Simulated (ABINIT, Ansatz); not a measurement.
# Y2CN2O2 (P-3m1): changed settings of a GW run in ABINIT

What do changed inputs do to GW on Y2CN2O2 (P-3m1)?

Program: ABINIT 10.8.3. Level of theory: LDA and many-body steps on it, plane waves. Results are calculated unless marked as measured.

### Step 1. The starting structure

The structure is trigonal, space group P-3m1 (No. 164). The conventional cell has a = 3.699 Å, b = 3.699 Å, c = 8.169 Å, α = 90.00°, β = 90.00°, γ = 120.00°. Nearest to Y lie 4 O at 2.22 to 2.29 Å and 3 N at 2.56 Å. Nearest to C lie 2 N at 1.23 Å. Nearest to N lie 1 C at 1.23 Å and 3 Y at 2.56 Å. O has 4 Y at 2.22 to 2.29 Å nearest. Farther neighbours and most contacts between anions are not listed.

Coordinates:

```cif
data_structure
_symmetry_space_group_name_H-M 'P 1'
_symmetry_Int_Tables_number 1
_cell_length_a 3.6990
_cell_length_b 3.6990
_cell_length_c 8.1689
_cell_angle_alpha 90.000
_cell_angle_beta 90.000
_cell_angle_gamma 120.000
_cell_volume 96.80
loop_
_atom_site_label
_atom_site_type_symbol
_atom_site_fract_x
_atom_site_fract_y
_atom_site_fract_z
_atom_site_occupancy
Y1 Y 0.33333 0.66667 0.67752 1
Y2 Y 0.66667 0.33333 0.32248 1
C3 C 0.00000 0.00000 0.00000 1
N4 N 0.00000 0.00000 0.15015 1
N5 N 0.00000 0.00000 0.84985 1
O6 O 0.33333 0.66667 0.39666 1
O7 O 0.66667 0.33333 0.60334 1
```

The cell and positions are those that the Materials Project relaxed with its own functionals (PBE, PBE+U or r2SCAN), kept fixed.

### Step 2. Screening, 3×3×1 mesh, 88 bands, screening to 114.3 eV

This step: ABINIT 10.8.3; RPA screening on LDA, plane waves, norm-conserving pseudopotentials.

The RPA dielectric matrix is built and inverted for each q.

Contents of run.abi:

```
acell 3*1.0 Angstrom
rprim 
  3.698989096613 -0.000000000003 0.000000000000
  -1.849494548304 3.203418525990 0.000000000000
  0.000000000000 0.000000000000 8.168855210000
ntypat 4
znucl 39 6 7 8
natom 7
typat 1 1 2 3 3 4 4
xred 
  0.333333333333 0.666666666667 0.677519680000
  0.666666666667 0.333333333333 0.322480320000
  0.000000000000 0.000000000000 0.000000000000
  0.000000000000 0.000000000000 0.150149940000
  0.000000000000 0.000000000000 0.849850060000
  0.333333333333 0.666666666667 0.396659330000
  0.666666666667 0.333333333333 0.603340670000
pp_dirpath "pseudos"
pseudos "Y.upf, C.upf, N.upf, O.upf"
ecut 37
ngkpt 3 3 1
nshiftk 1
shiftk 0 0 0
kptopt 1
chksymbreak 0
istwfk *1
occopt 1
irdwfk 1
optdriver 3
nband 88
ecuteps 4.2
inclvkb 2
awtr 1
symchi 1
indata_prefix "in"
outdata_prefix "out"
tmpdata_prefix "tmp"
```

Run with:

```
$ OMP_NUM_THREADS=1 mpirun -n 4 abinit run.abi > log
```

Output:

```text
.Version 10.8.3 of ABINIT. v10.8.2 released Aug 2026.

 Symmetries : space group P-3 m 1 (#164); Bravais hP (primitive hexag.)
[... echo of the input left out ...]
== DATASET  1 ==================================================================
-   mpi_nproc: 4, omp_nthreads: 1 (-1 if OMP is not activated)

--- !DatasetInfo
iteration_state: {dtset: 1, }
dimensions: {natom: 7, nkpt: 3, mband: 88, nsppol: 1, nspinor: 1, nspden: 1, mpw: 7075, }
cutoff_energies: {ecut:  37.0, pawecutdg:  -1.0, }
electrons: {nelect:   4.80000000E+01, charge:   0.00000000E+00, occopt:   1.00000000E+00, tsmear:   1.00000000E-02, }

 SCREENING: Calculation of the susceptibility and dielectric matrices

 Based on a program developped by R.W. Godby, V. Olevano, G. Onida, and L. Reining.
 Incorporated in ABINIT by V. Olevano, G.-M. Rignanese, and M. Torrent.
.Using double precision arithmetic ; gwpc =  8

[... cell and pseudopotentials left out ...]
--------------------------------------------------------------------------------

 ==== K-mesh for the wavefunctions ====
 Number of points in the irreducible wedge :     3
[... list of points left out ...]
 Together with 12 symmetry operations and time-reversal symmetry
 yields     9 points in the full Brillouin Zone.

 ==== Q-mesh for the screening function ====
 Number of points in the irreducible wedge :     3
[... list of points left out ...]
 Together with 12 symmetry operations and time-reversal symmetry
 yields     9 points in the full Brillouin Zone.

 setmesh: FFT mesh size selected  =    24x   24x   60
          total number of points  =        34560

 vcoul_init : cutoff-mode = AUXILIARY_FUNCTION
 q-points for optical limit:   1
     1)      0.000010    0.000020    0.000030

- screening: taking advantage of time-reversal symmetry
- Maximum band index for partially occupied states nbvw = 24
- Remaining bands to be divided among processors   nbcw = 64
- Number of bands treated by each node ~16

 Number of electrons calculated from density =   48.0000; Expected =   48.0000
 average of density, n =  0.073483
 r_s =    1.4811
 omega_plasma =   26.1486 [eV]

 calculating chi0 at frequencies [eV] :
  1    0.000000E+00    0.000000E+00
  2    0.000000E+00    2.614863E+01

--------------------------------------------------------------------------------
  q-point number  1        q = ( 0.000000, 0.000000, 0.000000) [r.l.u.]
--------------------------------------------------------------------------------
[... chi0 elements left out ...]
 For q-point:  0.000010 0.000020 0.000030
  dielectric constant =   3.8308
  dielectric constant without local fields =   4.2947

  Average fulfillment of the sum rule on Im[epsilon] for q-point    1 :     57.30  [%]
[... wings left out ...]
  q-point number  2        q = ( 0.333333, 0.000000, 0.000000) [r.l.u.]
--------------------------------------------------------------------------------
[... chi0 elements left out ...]
  Average fulfillment of the sum rule on Im[epsilon] for q-point    2 :     58.52  [%]

 [... 1 further q-points ...]
```

Wall time 14 s (4 MPI ranks of Intel Xeon Platinum 8488C (Sapphire Rapids), shared host); peak memory 0.82 GiB.

This step gave:

```yaml
eps_infinity_with_local_fields_on_this_mesh_along_the_program_s_q_direction: 3.831
the_same_without_local_fields: 4.295
plasma_frequency: 26.15 eV
plane_waves_in_the_screening_matrix: 273
```

Local fields lower ε∞ by 11 %. On a Γ-centred mesh this coarse the value itself is usually too large, while a short band sum pulls it down.

### Step 3. Base

The self-energy is evaluated for the states that the input lists, and the levels follow from it, in one-shot runs by the linearised quasiparticle equation.

This step: G0W0 on LDA, plane waves, norm-conserving pseudopotentials.

Edit run.abi of step 2 so:

```diff
@@ -28,8 +28,15 @@
 irdwfk 1
-optdriver 3
+optdriver 4
 nband 88
+gwcalctyp 0
+ecutsigx 37
+symsigma 1
+nkptgw 1
+kptgw 
+  0.0000000000 0.0000000000 0.0000000000
+bdgw 
+  23 26
 ecuteps 4.2
-inclvkb 2
-awtr 1
-symchi 1
+irdscr 1
+ppmodel 1
 indata_prefix "in"
```

Output:

```text
.Version 10.8.3 of ABINIT. v10.8.2 released Aug 2026.

 Symmetries : space group P-3 m 1 (#164); Bravais hP (primitive hexag.)
[... echo of the input left out ...]
== DATASET  1 ==================================================================
-   mpi_nproc: 4, omp_nthreads: 1 (-1 if OMP is not activated)

--- !DatasetInfo
iteration_state: {dtset: 1, }
dimensions: {natom: 7, nkpt: 3, mband: 88, nsppol: 1, nspinor: 1, nspden: 1, mpw: 7075, }
cutoff_energies: {ecut:  37.0, pawecutdg:  -1.0, }
electrons: {nelect:   4.80000000E+01, charge:   0.00000000E+00, occopt:   1.00000000E+00, tsmear:   1.00000000E-02, }

 SIGMA: Calculation of the GW corrections

 Based on a program developped by R.W. Godby, V. Olevano, G. Onida, and L. Reining.
 Incorporated in ABINIT by V. Olevano, G.-M. Rignanese, and M. Torrent.
.Using double precision arithmetic ; gwpc =  8

[... cell and pseudopotentials left out ...]
--------------------------------------------------------------------------------

 ==== K-mesh for the wavefunctions ====
 Number of points in the irreducible wedge :     3
[... list of points left out ...]
 Together with 12 symmetry operations and time-reversal symmetry
 yields     9 points in the full Brillouin Zone.

 ==== Q-mesh for screening function ====
 Number of points in the irreducible wedge :     3
[... list of points left out ...]
 Together with 12 symmetry operations and time-reversal symmetry
 yields     9 points in the full Brillouin Zone.

 vcoul_init : cutoff-mode = AUXILIARY_FUNCTION
 q-points for optical limit:   1
     1)      0.000010    0.000020    0.000030
 setmesh: FFT mesh size selected  =    36x   36x   90
          total number of points  =       116640

 Number of electrons calculated from density =   48.0000; Expected =   48.0000
 average of density, n =  0.073483
 r_s =    1.4811
 omega_plasma =   26.1486 [eV]

 === KS Band Gaps ===
  >>>> For spin  1
   Minimum direct gap =   3.7273 [eV], located at k-point      :   0.0000  0.0000  0.0000
   Fundamental gap    =   3.7273 [eV], Top of valence bands at :   0.0000  0.0000  0.0000
                                       Bottom of conduction at :   0.0000  0.0000  0.0000
 SIGMA fundamental parameters:
 PLASMON POLE MODEL  1
 number of plane-waves for SigmaX                 7075
 number of plane-waves for SigmaC and W            273
 number of plane-waves for wavefunctions          7075
 number of bands                                    88
 number of independent spin polarizations            1
 number of spinorial components                      1
 number of k-points in IBZ                           3
 number of q-points in IBZ                           3
 number of symmetry operations                      12
 number of k-points in BZ                            9
 number of q-points in BZ                            9
 number of frequencies for dSigma/dE                 9
 frequency step for dSigma/dE [eV]                0.25
 number of omega for Sigma on real axis              0
 max omega for Sigma on real axis  [eV]           0.00
 zcut for avoiding poles [eV]                     0.10

 EPSILON^-1 parameters (SCR file):
 dimension of the eps^-1 matrix on file            273
 dimension of the eps^-1 matrix used               273
 number of plane-waves for wavefunctions          7075
 number of bands                                    88
 number of q-points in IBZ                           3
 number of frequencies                               2
 number of real frequencies                          1
 number of imag frequencies                          1

 matrix elements of self-energy operator (all in [eV])

 Perturbative Calculation

--- !SelfEnergy_ee
iteration_state: {dtset: 1, }
kpoint     : [   0.000,    0.000,    0.000, ]
spin       : 1
KS_gap     :    3.727
QP_gap     :    5.194
Delta_QP_KS:    1.467
data: !SigmaeeData |
     Band     E0 <VxcDFT>   SigX SigC(E0)      Z dSigC/dE  Sig(E)    E-E0       E
       23   4.449 -17.022 -20.733   3.343   0.800  -0.249 -17.316  -0.295   4.154
       24   4.449 -17.022 -20.733   3.343   0.800  -0.249 -17.316  -0.295   4.154
       25   8.176  -9.135  -4.349  -3.419   0.858  -0.166  -7.963   1.172   9.348
       26   9.661 -10.760  -5.573  -3.601   0.845  -0.183  -9.420   1.341  11.002

== END DATASET(S) ==============================================================
================================================================================

 -outvars: echo values of variables after computation  --------
           etotal      0.0000000000E+00
            nband          88
             nkpt           3
          spgroup         164
 [... the other variables as echoed above ...]

 Calculation completed.
```

The job ended after 4.8 s (4 MPI ranks; peak memory 0.22 GiB; 18 s of CPU time).

Numbers from this step:

| Item | Value |
| --- | --- |
| G0W0 gap on the points computed | 5.194 eV |
| starting gap on the mesh | 3.727 eV |
| k of the valence top | 0, 0, 0 |
| k of the conduction bottom | 0, 0, 0 |
| Z at the valence top | 0.8 |
| Z at the conduction bottom | 0.858 |
| least direct G0W0 gap on the computed points | 5.194 eV |

The gap on the mesh goes from 3.73 eV to 5.19 eV, a correction of +1.47 eV.

### Step 4. Scissors in G

Edit run.abi of step 3 so:

```diff
@@ -41,2 +41,3 @@
 ppmodel 1
+mbpt_sciss 1.0 eV
 indata_prefix "in"
```

Output:

```text
.Version 10.8.3 of ABINIT. v10.8.2 released Aug 2026.

 Symmetries : space group P-3 m 1 (#164); Bravais hP (primitive hexag.)
[... echo of the input left out ...]
== DATASET  1 ==================================================================
-   mpi_nproc: 4, omp_nthreads: 1 (-1 if OMP is not activated)

--- !DatasetInfo
iteration_state: {dtset: 1, }
dimensions: {natom: 7, nkpt: 3, mband: 88, nsppol: 1, nspinor: 1, nspden: 1, mpw: 7075, }
cutoff_energies: {ecut:  37.0, pawecutdg:  -1.0, }
electrons: {nelect:   4.80000000E+01, charge:   0.00000000E+00, occopt:   1.00000000E+00, tsmear:   1.00000000E-02, }

 SIGMA: Calculation of the GW corrections

 Based on a program developped by R.W. Godby, V. Olevano, G. Onida, and L. Reining.
 Incorporated in ABINIT by V. Olevano, G.-M. Rignanese, and M. Torrent.
.Using double precision arithmetic ; gwpc =  8

[... cell and pseudopotentials left out ...]
--------------------------------------------------------------------------------

 ==== K-mesh for the wavefunctions ====
 Number of points in the irreducible wedge :     3
[... list of points left out ...]
 Together with 12 symmetry operations and time-reversal symmetry
 yields     9 points in the full Brillouin Zone.

 ==== Q-mesh for screening function ====
 Number of points in the irreducible wedge :     3
[... list of points left out ...]
 Together with 12 symmetry operations and time-reversal symmetry
 yields     9 points in the full Brillouin Zone.

 vcoul_init : cutoff-mode = AUXILIARY_FUNCTION
 q-points for optical limit:   1
     1)      0.000010    0.000020    0.000030
 setmesh: FFT mesh size selected  =    36x   36x   90
          total number of points  =       116640

 Number of electrons calculated from density =   48.0000; Expected =   48.0000
[...]
number of q-points in IBZ                           3
 number of symmetry operations                      12
 number of k-points in BZ                            9
 number of q-points in BZ                            9
 number of frequencies for dSigma/dE                 9
 frequency step for dSigma/dE [eV]                0.25
 number of omega for Sigma on real axis              0
 max omega for Sigma on real axis  [eV]           0.00
 zcut for avoiding poles [eV]                     0.10
 scissor energy [eV]                              1.00

 EPSILON^-1 parameters (SCR file):
 dimension of the eps^-1 matrix on file            273
 dimension of the eps^-1 matrix used               273
 number of plane-waves for wavefunctions          7075
 number of bands                                    88
 number of q-points in IBZ                           3
 number of frequencies                               2
 number of real frequencies                          1
 number of imag frequencies                          1

 matrix elements of self-energy operator (all in [eV])

 Perturbative Calculation

--- !SelfEnergy_ee
iteration_state: {dtset: 1, }
kpoint     : [   0.000,    0.000,    0.000, ]
spin       : 1
KS_gap     :    3.727
QP_gap     :    5.287
Delta_QP_KS:    1.559
data: !SigmaeeData |
     Band     E0 <VxcDFT>   SigX SigC(E0)      Z dSigC/dE  Sig(E)    E-E0       E
       23   4.449 -17.022 -20.733   3.390   0.802  -0.247 -17.279  -0.257   4.191
       24   4.449 -17.022 -20.733   3.390   0.802  -0.247 -17.279  -0.257   4.191
       25   8.176  -9.135  -4.349  -3.434   0.858  -0.165  -7.833   1.302   9.478
       26   9.661 -10.760  -5.573  -3.620   0.846  -0.182  -9.281   1.480  11.141

== END DATASET(S) ==============================================================
================================================================================

 -outvars: echo values of variables after computation  --------
           etotal      0.0000000000E+00
            nband          88
             nkpt           3
          spgroup         164
 [... the other variables as echoed above ...]

 Calculation completed.
```

It took 4.8 s on 4 MPI ranks; peak memory 0.22 GiB; 18 s of CPU time.

Numbers from this step:

* G0W0 gap on the points computed: 5.287 eV
* starting gap on the mesh: 3.727 eV
* k of the valence top: 0, 0, 0
* k of the conduction bottom: 0, 0, 0
* Z at the valence top: 0.802
* Z at the conduction bottom: 0.858
* least direct G0W0 gap on the computed points: 5.287 eV

### Step 5. A keyword of another program

Edit run.abi of step 4 so:

```diff
@@ -41,3 +41,3 @@
 ppmodel 1
-mbpt_sciss 1.0 eV
+ENCUTGW 100
 indata_prefix "in"
```

Output:

```text
.Version 10.8.3 of ABINIT. v10.8.2 released Aug 2026.

 Symmetries : space group P-3 m 1 (#164); Bravais hP (primitive hexag.)
================================================================================
 Values of the parameters that define the memory need of the present run
     intxc =       0    ionmov =       0      iscf =       7    lmnmax =       6
     lnmax =       6     mgfft =      90  mpssoang =       3    mqgrid =    4227
     natom =       7  nloc_mem =       1    nspden =       1   nspinor =       1
    nsppol =       1      nsym =      12    n1xccc =    2501    ntypat =       4
    occopt =       1   xclevel =       1
-    mband =          88        mffmem =           1         mkmem =           1
       mpw =        7075          nfft =      144000          nkpt =           3
================================================================================
  Rough estimation (10% accuracy) of disk space for files :
================================================================================

--------------------------------------------------------------------------------
------------- Echo of variables that govern the present computation ------------
--------------------------------------------------------------------------------
 -outvars: echo values of preprocessed input variables --------
            acell      1.8897261259E+00  1.8897261259E+00  1.8897261259E+00 Bohr

             bdgw          23      26
      chksymbreak           0
             ecut      3.70000000E+01 Hartree
          ecuteps      4.20000000E+00 Hartree
         ecutsigx      3.70000000E+01 Hartree
          ecutwfn      3.70000000E+01 Hartree
-          fftalg         312
           irdscr           1
           irdwfk           1

              ixc       -1012
[...]
ntypat           4
              occ      2.000000  2.000000  2.000000  2.000000  2.000000  2.000000
                       2.000000  2.000000  2.000000  2.000000  2.000000  2.000000
                       2.000000  2.000000  2.000000  2.000000  2.000000  2.000000
                       2.000000  2.000000  2.000000  2.000000  2.000000  2.000000
[...]
0.000000  0.000000  0.000000  0.000000  0.000000  0.000000
                       0.000000  0.000000  0.000000  0.000000  0.000000  0.000000
                       0.000000  0.000000  0.000000  0.000000
        optdriver           4
            rprim      3.6989890966E+00 -3.0000000000E-12  0.0000000000E+00
                      -1.8494945483E+00  3.2034185260E+00  0.0000000000E+00
[...]
spgroup         164

             xred      3.3333333333E-01  6.6666666667E-01  6.7751968000E-01
[...]
3.3333333333E-01  6.6666666667E-01  3.9665933000E-01
                       6.6666666667E-01  3.3333333333E-01  6.0334067000E-01
            znucl       39.00000    6.00000    7.00000    8.00000

================================================================================

 chkinp: Checking input parameters for consistency.

--- !ERROR
message: |
    Found token: `ENCUTGW` in the input file.
    This name is not one of the registered input variable names (see
    Action: check your input file. Perhaps you mistyped the input variable,
    or specified "img", although this was not permitted for this input variable.

--- !ERROR
message: |
    Found token: `ENCUTGW` in the input file.
    This name is not one of the registered input variable names (see
    Action: check your input file. Perhaps you mistyped the input variable,
    or specified "img", although this was not permitted for this input variable.

--- from the log ---
Found token: `ENCUTGW` in the input file.
    This name is not one of the registered input variable names (see
    Action: check your input file. Perhaps you mistyped the input variable,
    or specified "img", although this was not permitted for this input variable.
```

Run time: 0.84 s. Hardware: 4 MPI ranks; peak memory 0.06 GiB.

The run stopped with an error after 0.84 s.

The program's words: Found token: `ENCUTGW` in the input file. This name is not one of the registered input variable names (see Action: check your input file. Perhaps you mistyped the input variable, or specified "img", although this was not permitted for this input variable.

The fault put into this input: a keyword of another program.

### Step 6. The runs together

Times are wall times on 4 MPI ranks of Intel Xeon Platinum 8488C (Sapphire Rapids), shared host, good to a factor of about two. A run's time includes the screening step that it read.

```tsv
run	mesh	bands	screening cutoff (eV)	DFT gap (eV)	gap on the mesh (eV)	direct (eV)	ε∞ used	time
base	3×3×1	88	114.3	3.727	5.194	5.194	3.83	18 s
scissors in G	3×3×1	88	114.3	3.727	5.287	5.287	3.83	18 s
```

### Step 7. Summary of results

- base: 5.194 eV
- scissors in G: 5.287 eV
- known limits: not at the basis limit; no spin-orbit coupling; coarse k mesh

In words: Scissors in G: +0.093 eV against base (keys changed: mbpt_sciss). Bands and cutoff are finite, so the gap is not at the basis limit. The miss can reach some tenths of an eV and take either sign; the mesh is an error of its own. In the first G0W0 run levels were corrected at 1 k point alone, so a gap called «on the mesh» is the least over those, and an edge elsewhere would be missed. The 3×3×1 mesh is coarse for this cell, which bears on the long-range parts of exchange and screening. The many-body steps are scalar-relativistic: spin-orbit coupling is not in them.

[Paths, hosts, dates, memory and timing lines, banners, echoed tables and standing remarks are left out of the program output.]

[Logs are printed without paths, hosts, clocks, repeated set-up lines and the standing remarks that a program may print on its own settings, such as how far it seeks lower states.]

[Runs of the session that timed out or met a known fault of the program may be left out.]

[No measured gap is set beside runs whose start may be inverted or whose files or cutoffs have a known fault.]

[Hosts, paths, dates, database ids (printed as entryN), source tags and the programs' standing remarks are cut or masked in the printed files.]

[G0W0 gaps are taken among the corrected bands and points alone; a level outside them can change the order at an edge.]

[Where Ansatz stands beside ABINIT at settings called matched, ABINIT's density can come from a denser mesh and the files from another edition; pairs whose starting gaps differed by over 0.03 eV were left out, so agreement reads better than it is.]
